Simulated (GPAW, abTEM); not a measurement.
# Does bonding show in the electron microscope? TiS2 monolayer, Cl on a S site

Question: image and diffraction simulations usually add up neutral spherical atoms. How large is the error for a TiS2 monolayer, Cl on a S site, in scanning-probe images and phase-contrast images?

The sheet lies in the middle of a cell with vacuum above and below. All numbers are calculated.

## 1. Relax the structure

The density hangs on the geometry, so the atoms are relaxed first, from slightly displaced sites so that no symmetry traps them, in the host's fixed cell.

Settings: GPAW 26.7.0, PBE, 400 eV, 1×1×1 k-points, Fermi–Dirac width 0.05 eV, spin-polarised, BFGS to 0.05 eV/Å.

```console
$ OMP_NUM_THREADS=1 mpirun -n 4 gpaw python run.py > gpaw.log
```

```text
BFGS:    0     -220.655752        1.943469
BFGS:    1     -220.828148        1.600062
BFGS:    2     -221.233248        1.072763
BFGS:    3     -221.290341        0.722169
...
BFGS:   13     -221.634019        0.084895
BFGS:   14     -221.635343        0.062523
BFGS:   15     -221.636376        0.048940
cell  10.2300 11.8126 12.0500  90.00 90.00 90.00
```

After 15 steps the energy has changed by -0.981 eV; the last force printed is 0.049 eV/Å. It took 16 min on 4 cores of Arm Neoverse V1 (shared host), peak memory 1.9 GiB.

Shortest distances after relaxation: S–Ti 2.275 Å, Cl–Ti 2.588 Å, Ti–Ti 3.232 Å, S–S 3.315 Å.

## 2. Density and charge transfer

Fast electrons feel the potential of the nuclei and of all the electrons, so the PAW density is rebuilt with its core regions. Subtracting spherical free atoms from the same code cancels the cores and leaves the deformation density Δρ, the part due to bonding.

Settings: PBE, 500 eV, 1×1×1 k-points, Fermi–Dirac width 0.05 eV, spin-polarised; supercell of 36 atoms.

```console
$ OMP_NUM_THREADS=1 mpirun -n 4 gpaw python run.py > gpaw.log
```

```text
|iter:   1|       0s | -231.019288 | +0.23 |       |  +3.6059|
|iter:   2|       6s | -228.698031 | -0.81 | -0.98 |  +3.4465|
|iter:   3|      12s | -222.062060 | -0.45 | -1.05 |  +2.3972|
...
|iter:  35|     204s | -222.210374c| -6.82 | -4.49c|  +0.0019|
|iter:  36|     210s | -222.210383c| -7.14 | -4.61c|  +0.0012|
|iter:  37|     216s | -222.210380c| -7.56c| -4.81c|  +0.0020|
```

```text
grid (108, 126, 126)  electrons 649.000  moved by bonding 8.585 e
deformation density beyond 0.5 A of the nuclei: max 0.373, min -0.305 e/A^3
```

Deformation density in a plane through the shortest contact of the Cl atom at the origin, in 0.01 e/Å³ (clipped at ±99); x from -1.6 to 4.2 Å, y from 2.4 down to -2.4 Å:

```text
 11  12   6  -3   .   .   5   9  12   3   .   .  -3  -2  -1  -1
  7   6   0  -4  18  -2  -4   3   7   1  -4  -1  -1  -1  -1  -1
  1   1  -2  -2   1  -2  -3   0   3   5   9  11   6   1  -1  -1
 -1  -1  -1   2   5   4   0  -1   0   4  10  11   4   0  -1  -1
 -1  -1   0   5   8   6   3   0  -2  -3   3   8  -3  -2   2   2
 -1  -1   0   0   .  -3   4   4  -1  -5 -11   .  -9   2  10   9
 -1  -1   0   .   .   .   7   7   2   9   .   .   .   9  16  11
 -1   0   1   3   .  -1   6   5  -1  -4  -7   . -11   1  10   7
  0   0   0   1   0   0   1   0  -2  -3   2   7  -3  -2   4   6
  0   0   0   0  -1  -1  -1  -1  -1   3   8   9   3   1   1   3
  0   0   0  -1  -1  -1  -1  -1   0   5  10   9   6   4   0  -3
  0   0   0   0  -1  -1  -1  -1   0   1   0  -2   5   9   3  -8
  0   0   0   0   0  -1  -1  -1  -1  -2   .   .   7  14  10   7
```

Atoms in or within 0.15 Å of the plane: Ti (2.6, 0.0), Cl (0.0, 0.0) Å. Dots mark points within about 0.45 Å of a nucleus; large values next to them are atomic features.

Along the shortest contact from the Cl atom at the map's origin, Cl–Ti at 2.59 Å, Δρ is +0.04 e/Å³ at the midpoint; the highest value on the line, +0.35, lies at the edge of the range, 0.5 Å from Ti, and is an atomic rather than a bond feature: little piles up between the atoms. At the midpoints of other shortest contacts it is +0.18 (Ti–S, 2.27 Å), +0.01 (Ti–Ti, 3.23 Å), 0.00 (S–S, 3.31 Å) and -0.01 (S–Cl, 3.38 Å) e/Å³. Point values carry grid noise of about 0.01 e/Å³. The moments given at the start die out. The run needed 37 iterations, 4.3 min.

Atoms whose charge stands out: Cl36 -0.020, S31 -0.109, S25 -0.133, S33 -0.133, S34 -0.132, S32 -0.130 e; averages by element: Ti +0.235, S -0.122, Cl -0.020 e.

## 3. Scanning probe: integrated centre of mass and ABF

The integrated centre-of-mass signal follows the projected potential of a thin sample, so it responds to any shift of charge; annular bright field is given beside it. The probe is focused on the sheet.

Settings: abTEM 1.0.9, 80 kV, 2×1×1 cells, grid 148×85, 12 slices, atoms at rest, semi-angle 25 mrad, ABF 12–25 mrad, Gaussian source blur σ = 0.35 Å; iCOM in arbitrary units. Columns, named by their atoms per repeat: Cl (5.11, 6.90), S_1st (3.46, 7.88), S_2nd (3.43, 3.97), Ti_3rd (8.33, 8.84), Ti_far (0.08, 11.69), S_far (0.02, 2.03), void (2.81, 2.95) Å; 'void' is a point in the widest open channel, away from the defect; 1st, 2nd and so on count shells round it.

| column | iCOM − void, atoms | bonded | change (%) | ABF, atoms (%) | bonded (%) |
| --- | --- | --- | --- | --- | --- |
| Cl | 0.0072 | 0.0074 | +1.8 | 74.76 | 74.76 |
| S_1st | 0.0077 | 0.0075 | -2.3 | 75.04 | 75.03 |
| S_2nd | 0.0083 | 0.0081 | -3.0 | 74.78 | 74.79 |
| Ti_3rd | 0.0113 | 0.0115 | +1.4 | 74.48 | 74.47 |
| Ti_far | 0.0114 | 0.0115 | +1.5 | 74.49 | 74.47 |
| S_far | 0.0084 | 0.0081 | -3.3 | 75.01 | 75.01 |

Against the void, S_far changes by -3.3 % and Cl by +1.8 %. Screening by site charges alone doesn't account for these signs and sizes; the redistribution between atoms, bonds and voids matters as well. At these points the largest ABF change is 0.018 % of the beam. Time: 21 s.

## 4. Phase-contrast images through focus

Defocus sets how strongly, and with which sign, the lens passes each spatial frequency; bonding changes the potential mostly at the lowest ones. Defocus counts from the exit plane, 5.2 Å below the sheet's middle.

Settings: abTEM 1.0.9, 80 kV, 1×1×1 cells, grid 128×148, 12 slices, atoms at rest, Cs -15 μm, focal spread 20 Å, aperture 35 mrad; positive defocus is underfocus. Intensity relative to vacuum, independent atoms / with bonding. Columns, named by their atoms per repeat: Cl (5.11, 6.90), S_1st (3.46, 7.88), S_2nd (3.43, 3.97), Ti_3rd (8.33, 8.84), Ti_far (0.08, 11.69), S_far (0.02, 2.03), void (2.81, 2.95) Å; 'void' is a point in the widest open channel, away from the defect; 1st, 2nd and so on count shells round it.

```csv
defocus (Å),Cl,S_1st,S_2nd,Ti_3rd,Ti_far,void
-200,1.123 / 1.128,1.153 / 1.153,1.222 / 1.221,1.224 / 1.228,1.233 / 1.238,0.845 / 0.846
-130,0.840 / 0.840,0.803 / 0.799,0.795 / 0.790,0.847 / 0.851,0.839 / 0.843,1.016 / 1.019
-50,1.127 / 1.128,1.130 / 1.128,1.077 / 1.075,1.120 / 1.125,1.108 / 1.112,0.905 / 0.906
130,0.758 / 0.756,0.763 / 0.764,0.735 / 0.735,0.749 / 0.744,0.735 / 0.730,1.219 / 1.217
200,1.338 / 1.334,1.269 / 1.270,1.275 / 1.277,1.224 / 1.227,1.256 / 1.259,0.860 / 0.857
```

The largest change at any listed point, and its share of that image's contrast range (maximum minus minimum): 0.005 (1 %) at -200 Å, 0.005 (1 %) at -130 Å, 0.005 (2 %) at -50 Å, 0.005 (1 %) at 130 Å, 0.004 (1 %) at 200 Å.

## 5. Answer

Putting the DFT potential in place of independent atoms changes iCOM column contrast by -3.3 to +1.8 % and phase contrast by up to 2 % of its range. The bond at the defect, Cl–Ti, has Δρ = +0.04 e/Å³ at its midpoint. Limits: the bonding term is static and added to Lobato atoms; no inelastic scattering; a small supercell, so defects interact; no Hubbard U on Ti.

[Outputs are excerpts: Python notices, other lines and further rows are left out; steps that failed or that the build refused (PBEsol, TPSS) are not shown.]

[Logs are printed without paths, hosts, clocks, repeated set-up lines and the standing remarks that a program may print on its own settings, such as how far it seeks lower states.]
